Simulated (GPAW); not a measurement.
## How PbS (Galena) absorbs and reflects light

Wanted: where PbS (Galena) starts to absorb, how strongly, and its refractive index. The cell comes from an older database entry, whose edges can differ from later determinations, mostly by under a per cent.

Program: GPAW 26.7.0. Level of theory: DFT, LDA, plane-wave PAW (GPAW data sets), scalar-relativistic, RPA, optical limit. Results are calculated unless marked as measured.

Report form: the programs' logs are mostly left out.

The database entry behind the starting cell differs from later determinations by our own check (about 0.1 % short), so it need not match the best structure at ambient conditions.

**1. The structure**

It takes space group Fm-3m (No. 225, cubic). The conventional cell has a = 5.931 Å, b = 5.931 Å, c = 5.931 Å, α = 90.00°, β = 90.00°, γ = 90.00°. Nearest to Pb lie 6 S at 2.97 Å. S has 6 Pb at 2.97 Å nearest. Farther neighbours and most contacts between anions are not listed.

**2. Ground state**

First the ground state: is it a metal or has it a gap?

This step: DFT, LDA, plane-wave PAW (GPAW data sets), scalar-relativistic, ground state (GPAW 26.7.0).

Input file gs.py:

```python
from ase import Atoms
from ase.dft.bandgap import bandgap
from gpaw import GPAW, PW, FermiDirac

atoms = Atoms(['Pb', 'S'],
              cell=[[0.000000000000, 2.965750000000, 2.965750000000],
                    [2.965750000000, 0.000000000000, 2.965750000000],
                    [2.965750000000, 2.965750000000, 0.000000000000]],
              scaled_positions=[[0.000000000000, 0.000000000000, 0.000000000000],
                                [0.500000000000, 0.500000000000, 0.500000000000]],
              pbc=[True, True, True])
atoms.calc = GPAW(mode=PW(500), xc='LDA', kpts={'size': (7, 7, 7), 'gamma': True},
                  occupations=FermiDirac(0.05), maxiter=150, txt='gs.txt')
print('energy (eV)', atoms.get_potential_energy())
print('Fermi level (eV)', atoms.calc.get_fermi_level())
print('valence electrons', atoms.calc.get_number_of_electrons())
print('gap (eV)', bandgap(atoms.calc, output=None)[0])
print('direct gap (eV)', bandgap(atoms.calc, direct=True, output=None)[0])
atoms.calc.write('gs.gpw')
```

On the command line:

```bash
> OMP_NUM_THREADS=1 python gs.py
```

The job ended after 6.8 s (1 thread of Arm Neoverse V2, shared host; peak memory 0.14 GiB).

This step gave:

| Quantity | Value |
| --- | --- |
| energy | -10.23 eV |
| Fermi energy | 6.061 eV |
| gap on the k-mesh | 0.8675 eV |
| direct gap on the mesh | 0.8675 eV |
| electrons | 20 |

There is a gap, 0.87 eV on this mesh (points off the mesh can give less), so no carriers' term is needed.

**3. Bands for the response**

The response needs many more empty bands than the density does.

This step: DFT, LDA, plane-wave PAW (GPAW data sets), scalar-relativistic, bands at fixed density (GPAW 26.7.0).

Input file nscf.py:

```python
from ase.dft.bandgap import bandgap
from gpaw import GPAW, FermiDirac

calc = GPAW('gs.gpw').fixed_density(kpts={'size': (10, 10, 10), 'gamma': True}, nbands=42, convergence={'bands': 36},
                                    occupations=FermiDirac(0.001), txt='nscf.txt')
print('gap (eV)', bandgap(calc, output=None)[0])
print('direct gap (eV)', bandgap(calc, direct=True, output=None)[0])
print('top band over the Fermi level (eV)', min(calc.get_eigenvalues(kpt=k)[35] for k in range(len(calc.get_ibz_k_points()))) - calc.get_fermi_level())
calc.write('full.gpw', mode='all')
```

On the command line:

```bash
> OMP_NUM_THREADS=1 python nscf.py
```

It took 85 s on 1 thread; peak memory 0.2 GiB.

This step gave:

```
gap on the k-mesh      : 0.1870 eV
direct gap on the mesh : 0.1870 eV
```

**4. Dielectric function, RPA**

Local fields let the induced charge screen the field inside the cell, which as a rule lowers ε, most along directions where the density is uneven.

This step: DFT, LDA, plane-wave PAW (GPAW data sets), scalar-relativistic, RPA, optical limit (GPAW 26.7.0).

Input file df.py:

```python
from gpaw.response.df import DielectricFunction

df = DielectricFunction('full.gpw', frequencies={'type': 'nonlinear', 'domega0': 0.03, 'omega2': 8},
                        ecut=50,
                        eta=0.15,
                        nbands=36,
                        txt='df.txt')
for direction in ['x']:
    df.get_dielectric_function(xc='RPA', direction=direction, filename=f'df_{direction}.csv')
```

On the command line:

```bash
> OMP_NUM_THREADS=1 python df.py
```

Wall time 10 s (1 thread); peak memory 0.28 GiB.

This step gave:

```
electronic dielectric constant ε∞, mean over x, y and z (by symmetry where fewer were run) : 33.32
```

Some rows of df_x.csv (energy; Re and Im without local fields; Re and Im with them):

```text
0.000000, 34.965371, 0.000000, 33.317276, 0.000000
0.460735, 16.219345, 3.565669, 14.731861, 3.516662
0.943989, 21.914645, 3.141393, 20.185025, 2.958287
1.451455, 23.105247, 6.996714, 21.148901, 6.486917
1.984998, 25.371991, 15.739787, 23.106838, 14.403357
2.546682, 16.256217, 37.626571, 16.187722, 33.759397
3.138794, -4.618925, 16.589683, -4.788657, 15.751687
3.763875, -6.157419, 22.187829, -4.170889, 20.506816
4.424758, -6.373875, 6.547369, -6.436157, 6.197835
5.124608, -3.985213, 5.223446, -3.851702, 4.963423
5.866977, -2.730924, 3.378312, -2.893647, 3.159559
6.655862, -1.074138, 2.997105, -1.409979, 2.527202
7.495775, -0.814872, 2.829927, -1.113243, 2.217583
8.391833, -0.630385, 3.738982, -0.402764, 2.543889
9.349861, -1.036772, 2.686628, -0.689671, 1.854775
10.376517, -1.022925, 2.275918, -0.380688, 1.566931
11.479449, -1.018521, 1.343139, -0.480153, 1.155503
12.667487, -0.973217, 1.071538, -0.213380, 1.175881
13.950874, -0.543487, 0.487609, -0.391290, 0.602424
```

The Im ε, E ∥ x has structure finer than the step of the table below, so its rows give means over 0.5 eV, whole bins alone (the curve runs from 0 to 14.0 eV). Peaks (eV: height): 0.18: 14.0, 2.62: 35.7, 3.76: 20.5.

Sum at mesh points, not converged in k; values under the direct gap are tails of Lorentzian lines. Table of Im ε, E ∥ x by photon energy; means over each step:

```csv
photon energy (eV),"Im ε, E ∥ x"
0.5,4.34
1.0,4.23
1.5,7.43
2.0,13.9
2.5,29.3
3.0,21.7
3.5,16.6
4.0,13.5
4.5,5.86
5.0,4.91
5.5,3.96
6.0,2.94
6.5,2.53
7.0,2.61
7.5,2.26
8.0,2.03
8.5,2.45
9.0,2.06
9.5,1.87
10.0,1.58
10.5,1.54
11.0,1.33
11.5,1.20
12.0,1.26
12.5,1.22
13.0,1.25
13.5,0.847
```

Sum at mesh points, not converged in k. The reflectivity at normal incidence, E ∥ x by photon energy; read off at these points:

```csv
photon energy (eV),"reflectivity at normal incidence, E ∥ x (%)"
0.00,49.7
0.50,35.6
1.00,41.5
1.50,43.2
2.00,47.7
2.50,56.6
2.78,61.1
3.00,60.4
3.50,50.5
4.00,68.6
4.07,69.5
4.50,62.0
5.00,51.5
5.50,49.5
6.00,50.3
6.50,40.1
7.00,32.3
7.32,37.7
7.50,35.5
8.00,26.6
8.50,29.0
8.64,32.2
9.00,30.0
9.50,27.9
10.00,30.2
10.50,26.4
10.74,30.4
11.00,22.7
11.50,28.4
12.00,19.8
12.50,22.7
13.00,25.3
13.50,31.0
```

The loss function −Im 1/ε at q → 0, E ∥ x has structure finer than the step of the table below, so its rows give means over 0.5 eV, whole bins alone (the curve runs from 0 to 14.0 eV). Peaks (eV: height): 8.03: 0.503, 11.71: 0.914.

Sum at mesh points, not converged in k; values under the direct gap are tails of Lorentzian lines. The loss function −Im 1/ε at q → 0, E ∥ x by energy loss; means over each step:

```csv
energy loss (eV),"loss function −Im 1/ε at q → 0, E ∥ x"
0.5,0.0158
1.0,0.00999
1.5,0.0152
2.0,0.0200
2.5,0.0235
3.0,0.0468
3.5,0.0608
4.0,0.0477
4.5,0.0842
5.0,0.129
5.5,0.156
6.0,0.197
6.5,0.285
7.0,0.329
7.5,0.356
8.0,0.461
8.5,0.381
9.0,0.432
9.5,0.477
10.0,0.548
10.5,0.590
11.0,0.700
11.5,0.770
12.0,0.788
12.5,0.792
13.0,0.719
13.5,0.933
```

Sum at mesh points, not converged in k; values under the direct gap are tails of Lorentzian lines. Im ε, E ∥ x against photon energy; read off at these points:

```csv
photon energy (eV),without local fields,with local fields
0.000,0,0
0.182,14.2,14.0
0.250,12.5,12.4
0.500,2.99,2.94
0.750,1.99,1.90
1.000,4.02,3.78
1.250,6.67,6.34
1.500,8.01,7.42
1.750,10.6,9.83
2.000,16.2,14.8
2.250,19.0,16.9
2.500,36.0,32.0
2.624,39.0,35.7
2.750,34.2,32.4
3.000,22.3,21.5
3.250,15.4,14.2
3.500,17.5,15.7
3.750,22.2,20.4
4.000,12.6,12.9
4.250,7.36,7.20
4.500,6.29,5.86
4.750,5.05,4.61
5.000,5.73,5.28
5.250,4.57,4.34
5.500,4.34,3.93
5.750,3.83,3.62
6.000,3.11,2.85
6.250,2.98,2.62
6.500,2.94,2.50
6.750,2.92,2.43
7.000,3.35,2.62
7.250,3.31,2.69
7.500,2.83,2.22
7.750,2.72,1.98
8.000,2.81,1.89
8.250,3.67,2.40
8.500,3.64,2.61
8.750,2.93,2.15
9.000,2.91,2.08
9.250,2.76,1.93
9.500,2.72,1.84
9.750,2.39,1.80
10.000,2.15,1.57
10.250,2.18,1.47
10.500,2.16,1.62
10.750,1.68,1.33
11.000,1.90,1.29
11.250,1.78,1.47
11.500,1.34,1.13
11.750,1.52,1.10
12.000,1.58,1.30
12.250,1.34,1.30
12.500,1.20,1.20
12.750,1.03,1.19
13.000,0.861,1.41
13.250,0.720,0.983
13.500,0.672,0.827
13.750,0.627,0.769
```

At chosen wavelengths:

```csv
wavelength (nm),n,k,R (%),1/α
1550,4.31,0.233,38.9,528 nm
800,4.70,0.877,43.5,73 nm
633,5.01,1.355,47.2,37 nm
532,5.37,1.965,51.7,22 nm
365,2.78,2.866,50.6,10 nm
308,1.58,3.726,69.2,6.6 nm
248,1.18,2.232,51.5,8.8 nm
```

Below the direct gap, k and the depth come from the tails of the Lorentzian lines, not from transitions.

**5. Results**

```json
{"electronic dielectric constant ε∞, mean over x, y and z (by symmetry where fewer were run) (RPA)": "33.3"}
```

**Reading.** At this level (LDA, RPA) PbS has ε∞ = 33.3 and n = 4.31 at 1550 nm. On the mesh the gap is 0.19 eV and the least direct gap 0.19 eV. Local fields change the static value along x from 34.97 to 33.32 (-5 %). Excitons and phonon-assisted transitions are missing; LDA gaps are as a rule too small, which pulls the onset down and ε∞ up, while the missing spin-orbit coupling works the other way with such heavy atoms. Spin-orbit coupling is left out although heavy atoms are present. The gap is small and seen on the mesh alone; bands may touch between the points, and no carriers' term was added. The sum runs over mesh points 0.18 Å⁻¹ apart with no interpolation, so peaks are partly noise of the mesh; over so small a direct gap single mesh points weigh heavily, so ε∞, n and their changes from run to run can be far off. Besides steps told in other documents, this task had 6 runs with a known fault of program or setting; those not told in a step above aren't shown.

[Machine, clock and banner lines and Python warnings are left out of the logs.]

[Logs are printed without paths, hosts, clocks, repeated set-up lines and the standing remarks that a program may print on its own settings, such as how far it seeks lower states.]

[Hosts, paths, dates, database ids (printed as entryN), source tags and the programs' standing remarks are cut or masked in the printed files.]
